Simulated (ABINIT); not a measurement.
**SrTiO3 (I4/mcm): a self-consistent loop beyond G0W0, cycle by cycle**

Wanted: G0W0 and self-consistent gaps of SrTiO3 (I4/mcm), with the cost of the cycles.

Main program and level: ABINIT 10.8.3; PBE and many-body steps on it, plane waves.

## 1. The starting structure

Symmetry: I4/mcm, No. 140, tetragonal system. The conventional cell has a = 5.511 Å, b = 5.511 Å, c = 7.796 Å, α = 90.00°, β = 90.00°, γ = 90.00°. Nearest to Sr lie 12 O at 2.73 to 2.78 Å. Nearest to Ti lie 6 O at 1.95 Å. Nearest to O lie 2 Ti at 1.95 Å and 4 Sr at 2.76 Å. Nearest to O lie 2 Ti at 1.95 Å and 4 Sr at 2.73 to 2.78 Å. Farther neighbours and most contacts between anions are not listed.

The cell and positions come from the Crystallography Open Database and are kept as given unless a step says otherwise.

## 2. Empty states on the mesh, 4×4×4 mesh, 136 bands

This step: ABINIT 10.8.3; DFT, PBE, plane waves, norm-conserving pseudopotentials.

The sums over transitions need many empty states on a uniform mesh; this step solves for them.

The input, run.abi:

```
acell 3*1.0 Angstrom
rprim 
  -2.755500000000 2.755500000000 3.898000000000
  2.755500000000 -2.755500000000 3.898000000000
  2.755500000000 2.755500000000 -3.898000000000
ntypat 3
znucl 38 22 8
natom 10
typat 1 1 2 2 3 3 3 3 3 3
xred 
  0.750000000000 0.250000000000 0.500000000000
  0.250000000000 0.750000000000 0.500000000000
  0.000000000000 0.000000000000 0.000000000000
  0.500000000000 0.500000000000 0.000000000000
  0.250000000000 0.250000000000 0.000000000000
  0.750000000000 0.750000000000 0.000000000000
  0.745100000000 0.245100000000 0.990200000000
  0.245100000000 0.254900000000 0.500000000000
  0.254900000000 0.754900000000 0.009800000000
  0.754900000000 0.745100000000 0.500000000000
pp_dirpath "pseudos"
pseudos "Sr.upf, Ti.upf, O.upf"
ecut 38
ngkpt 4 4 4
nshiftk 1
shiftk 0 0 0
kptopt 1
chksymbreak 0
iscf -2
irdden 1
istwfk *1
nband 136
nbdbuf 12
tolwfr 1e-09
nstep 60
prtvol 0
indata_prefix "in"
outdata_prefix "out"
tmpdata_prefix "tmp"
```

The run is started by

```bash
> OMP_NUM_THREADS=1 mpirun -n 4 abinit run.abi > log
```

Numbers of over 12 decimals in the logs are rounded to 6 here.

Output:

```text
.Version 10.8.3 of ABINIT. v10.8.2 released Aug 2026.

 Symmetries : space group I4/m c m (#140); Bravais tI (body-center tetrag.)
[... echo of the input left out ...]
== DATASET  1 ==================================================================
-   mpi_nproc: 4, omp_nthreads: 1 (-1 if OMP is not activated)

--- !DatasetInfo
iteration_state: {dtset: 1, }
dimensions: {natom: 10, nkpt: 13, mband: 136, nsppol: 1, nspinor: 1, nspden: 1, mpw: 8964, }
cutoff_energies: {ecut:  38.0, pawecutdg:  -1.0, }
[...]
1.55611    1.59775    1.59775    1.59783    1.63903    1.63997    1.67442    1.67442
   1.67582    1.69665    1.69916    1.78038    1.79486    1.79523    1.79523    1.92032
 prteigrs : prtvol=0 or 1, do not print more k-points.

== END DATASET(S) ==============================================================
================================================================================

 -outvars: echo values of variables after computation  --------
            nband         136
             nkpt          13
          spgroup         140
 [... the other variables as echoed above ...]

 Calculation completed.
```

Run time: 3.3 min. Hardware: 4 MPI ranks of Arm Neoverse V1, shared host; peak memory 0.62 GiB; 13 min of CPU time.

Numbers from this step:

| Quantity | Value |
| --- | --- |
| gap | 1.922 eV |
| k of the valence top | 0, 0, 0 |
| k of the conduction bottom | 0, 0, 0 |
| least direct gap | 1.922 eV |
| k points computed | 13 |
| lowest point of the top converged band, above the valence top | 36.49 eV |

On this mesh the gap is 1.922 eV.

The density comes from a self-consistent run that is not shown.

## 3. Screening, 4×4×4 mesh, 124 bands, screening to 103.4 eV

The RPA dielectric matrix is built and inverted for each q.

This step: RPA screening on PBE, plane waves, norm-conserving pseudopotentials.

run.abi, as its differences from that of step 2:

```diff
@@ -28,10 +28,11 @@
 chksymbreak 0
-iscf -2
-irdden 1
 istwfk *1
-nband 136
-nbdbuf 12
-tolwfr 1e-09
-nstep 60
-prtvol 0
+occopt 1
+irdwfk 1
+optdriver 3
+nband 124
+ecuteps 3.8
+inclvkb 2
+awtr 1
+symchi 1
 indata_prefix "in"
```

Output:

```text
.Version 10.8.3 of ABINIT. v10.8.2 released Aug 2026.

 Symmetries : space group I4/m c m (#140); Bravais tI (body-center tetrag.)
[... echo of the input left out ...]
== DATASET  1 ==================================================================
-   mpi_nproc: 4, omp_nthreads: 1 (-1 if OMP is not activated)

--- !DatasetInfo
iteration_state: {dtset: 1, }
dimensions: {natom: 10, nkpt: 13, mband: 124, nsppol: 1, nspinor: 1, nspden: 1, mpw: 8964, }
cutoff_energies: {ecut:  38.0, pawecutdg:  -1.0, }
electrons: {nelect:   8.00000000E+01, charge:   0.00000000E+00, occopt:   1.00000000E+00, tsmear:   1.00000000E-02, }

 SCREENING: Calculation of the susceptibility and dielectric matrices

 Based on a program developped by R.W. Godby, V. Olevano, G. Onida, and L. Reining.
 Incorporated in ABINIT by V. Olevano, G.-M. Rignanese, and M. Torrent.
.Using double precision arithmetic ; gwpc =  8

[... cell and pseudopotentials left out ...]
--------------------------------------------------------------------------------

 ==== K-mesh for the wavefunctions ====
 Number of points in the irreducible wedge :    13
[... list of points left out ...]
 Together with 16 symmetry operations and time-reversal symmetry
 yields    64 points in the full Brillouin Zone.

 ==== Q-mesh for the screening function ====
 Number of points in the irreducible wedge :    13
[... list of points left out ...]
 Together with 16 symmetry operations and time-reversal symmetry
 yields    64 points in the full Brillouin Zone.

 setmesh: FFT mesh size selected  =    60x   60x   60
          total number of points  =       216000

 vcoul_init : cutoff-mode = AUXILIARY_FUNCTION
 q-points for optical limit:   1
     1)      0.000010    0.000020    0.000030

- screening: taking advantage of time-reversal symmetry
- Maximum band index for partially occupied states nbvw = 40
- Remaining bands to be divided among processors   nbcw = 84
- Number of bands treated by each node ~21

 Number of electrons calculated from density =   80.0000; Expected =   80.0000
 average of density, n =  0.100136
 r_s =    1.3359
 omega_plasma =   30.5247 [eV]

 calculating chi0 at frequencies [eV] :
  1    0.000000E+00    0.000000E+00
  2    0.000000E+00    3.052467E+01

--------------------------------------------------------------------------------
  q-point number  1        q = ( 0.000000, 0.000000, 0.000000) [r.l.u.]
--------------------------------------------------------------------------------
[... chi0 elements left out ...]
 For q-point:  0.000010 0.000020 0.000030
  dielectric constant =   6.0972
  dielectric constant without local fields =   6.3826

  Average fulfillment of the sum rule on Im[epsilon] for q-point    1 :     45.12  [%]
[... wings left out ...]
  q-point number  2        q = ( 0.250000, 0.000000, 0.000000) [r.l.u.]
--------------------------------------------------------------------------------
[... chi0 elements left out ...]
  Average fulfillment of the sum rule on Im[epsilon] for q-point    2 :     58.14  [%]

 [... 11 further q-points ...]
```

It took 23 min on 4 MPI ranks; peak memory 12 GiB; 1.6 h of CPU time.

This step gave:

```yaml
eps_infinity_with_local_fields_on_this_mesh_along_the_program_s_q_direction: 6.097
the_same_without_local_fields: 6.383
plasma_frequency: 30.52 eV
plane_waves_in_the_screening_matrix: 283
```

Local fields lower ε∞ by 4 %.

## 4. G0W0

The self-energy is evaluated for the states that the input lists, and the levels follow from it, in one-shot runs by the linearised quasiparticle equation.

This step: G0W0 on PBE, plane waves, norm-conserving pseudopotentials.

run.abi, as its differences from that of step 3:

```diff
@@ -31,8 +31,15 @@
 irdwfk 1
-optdriver 3
+optdriver 4
 nband 124
+gwcalctyp 0
+ecutsigx 38
+symsigma 1
+nkptgw 1
+kptgw 
+  0.0000000000 0.0000000000 0.0000000000
+bdgw 
+  39 43
 ecuteps 3.8
-inclvkb 2
-awtr 1
-symchi 1
+irdscr 1
+ppmodel 1
 indata_prefix "in"
```

Output:

```text
.Version 10.8.3 of ABINIT. v10.8.2 released Aug 2026.

 Symmetries : space group I4/m c m (#140); Bravais tI (body-center tetrag.)
[... echo of the input left out ...]
== DATASET  1 ==================================================================
-   mpi_nproc: 4, omp_nthreads: 1 (-1 if OMP is not activated)

--- !DatasetInfo
iteration_state: {dtset: 1, }
dimensions: {natom: 10, nkpt: 13, mband: 124, nsppol: 1, nspinor: 1, nspden: 1, mpw: 8964, }
cutoff_energies: {ecut:  38.0, pawecutdg:  -1.0, }
electrons: {nelect:   8.00000000E+01, charge:   0.00000000E+00, occopt:   1.00000000E+00, tsmear:   1.00000000E-02, }

 SIGMA: Calculation of the GW corrections

 Based on a program developped by R.W. Godby, V. Olevano, G. Onida, and L. Reining.
 Incorporated in ABINIT by V. Olevano, G.-M. Rignanese, and M. Torrent.
.Using double precision arithmetic ; gwpc =  8

[... cell and pseudopotentials left out ...]
--------------------------------------------------------------------------------

 ==== K-mesh for the wavefunctions ====
 Number of points in the irreducible wedge :    13
[... list of points left out ...]
 Together with 16 symmetry operations and time-reversal symmetry
 yields    64 points in the full Brillouin Zone.

 ==== Q-mesh for screening function ====
 Number of points in the irreducible wedge :    13
[... list of points left out ...]
 Together with 16 symmetry operations and time-reversal symmetry
 yields    64 points in the full Brillouin Zone.

 vcoul_init : cutoff-mode = AUXILIARY_FUNCTION
 q-points for optical limit:   1
     1)      0.000010    0.000020    0.000030
 setmesh: FFT mesh size selected  =    72x   72x   72
          total number of points  =       373248

 Number of electrons calculated from density =   80.0000; Expected =   80.0000
 average of density, n =  0.100136
 r_s =    1.3359
 omega_plasma =   30.5247 [eV]

 === KS Band Gaps ===
  >>>> For spin  1
   Minimum direct gap =   1.9222 [eV], located at k-point      :   0.0000  0.0000  0.0000
   Fundamental gap    =   1.9222 [eV], Top of valence bands at :   0.0000  0.0000  0.0000
                                       Bottom of conduction at :   0.0000  0.0000  0.0000
 SIGMA fundamental parameters:
 PLASMON POLE MODEL  1
 number of plane-waves for SigmaX                 8873
 number of plane-waves for SigmaC and W            283
 number of plane-waves for wavefunctions          8873
 number of bands                                   124
 number of independent spin polarizations            1
 number of spinorial components                      1
 number of k-points in IBZ                          13
 number of q-points in IBZ                          13
 number of symmetry operations                      16
 number of k-points in BZ                           64
 number of q-points in BZ                           64
 number of frequencies for dSigma/dE                 9
 frequency step for dSigma/dE [eV]                0.25
 number of omega for Sigma on real axis              0
 max omega for Sigma on real axis  [eV]           0.00
 zcut for avoiding poles [eV]                     0.10

 EPSILON^-1 parameters (SCR file):
 dimension of the eps^-1 matrix on file            283
 dimension of the eps^-1 matrix used               283
 number of plane-waves for wavefunctions          8873
 number of bands                                   124
 number of q-points in IBZ                          13
 number of frequencies                               2
 number of real frequencies                          1
 number of imag frequencies                          1

 matrix elements of self-energy operator (all in [eV])

 Perturbative Calculation

--- !SelfEnergy_ee
iteration_state: {dtset: 1, }
kpoint     : [   0.000,    0.000,    0.000, ]
spin       : 1
KS_gap     :    1.922
QP_gap     :    3.582
Delta_QP_KS:    1.660
data: !SigmaeeData |
     Band     E0 <VxcDFT>   SigX SigC(E0)      Z dSigC/dE  Sig(E)    E-E0       E
       39   6.989 -20.199 -25.162   5.297   0.769  -0.301 -19.943   0.257   7.246
       40   6.989 -20.199 -25.162   5.297   0.769  -0.301 -19.943   0.257   7.246
       41   8.911 -18.887 -11.500  -4.940   0.783  -0.276 -16.970   1.917  10.828
       42   8.911 -18.887 -11.500  -4.940   0.783  -0.276 -16.970   1.917  10.828
       43   8.912 -18.887 -11.500  -4.940   0.783  -0.276 -16.970   1.917  10.830

== END DATASET(S) ==============================================================
================================================================================

 -outvars: echo values of variables after computation  --------
           etotal      0.0000000000E+00
            nband         124
             nkpt          13
          spgroup         140
 [... the other variables as echoed above ...]

 Calculation completed.
```

The job ended after 24 s (4 MPI ranks; peak memory 5.4 GiB; 96 s of CPU time).

This step gave:

```
G0W0 gap on the points computed              : 3.582 eV
starting gap on the mesh                     : 1.922 eV
k of the valence top                         : 0, 0, 0
k of the conduction bottom                   : 0, 0, 0
Z at the valence top                         : 0.769
Z at the conduction bottom                   : 0.783
least direct G0W0 gap on the computed points : 3.582 eV
```

The gap on the mesh goes from 1.92 eV to 3.58 eV, a correction of +1.66 eV.

(Part 1 of 2 ends here.)

[Paths, hosts, dates, memory and timing lines, banners, echoed tables and standing remarks are left out of the program output.]

[Logs are printed without paths, hosts, clocks, repeated set-up lines and the standing remarks that a program may print on its own settings, such as how far it seeks lower states.]

[Runs of the session that timed out or met a known fault of the program may be left out.]

[Hosts, paths, dates, database ids (printed as entryN), source tags and the programs' standing remarks are cut or masked in the printed files.]

[G0W0 gaps are taken among the corrected bands and points alone; a level outside them can change the order at an edge.]

[Where Ansatz stands beside ABINIT at settings called matched, ABINIT's density can come from a denser mesh and the files from another edition; pairs whose starting gaps differed by over 0.03 eV were left out, so agreement reads better than it is.]
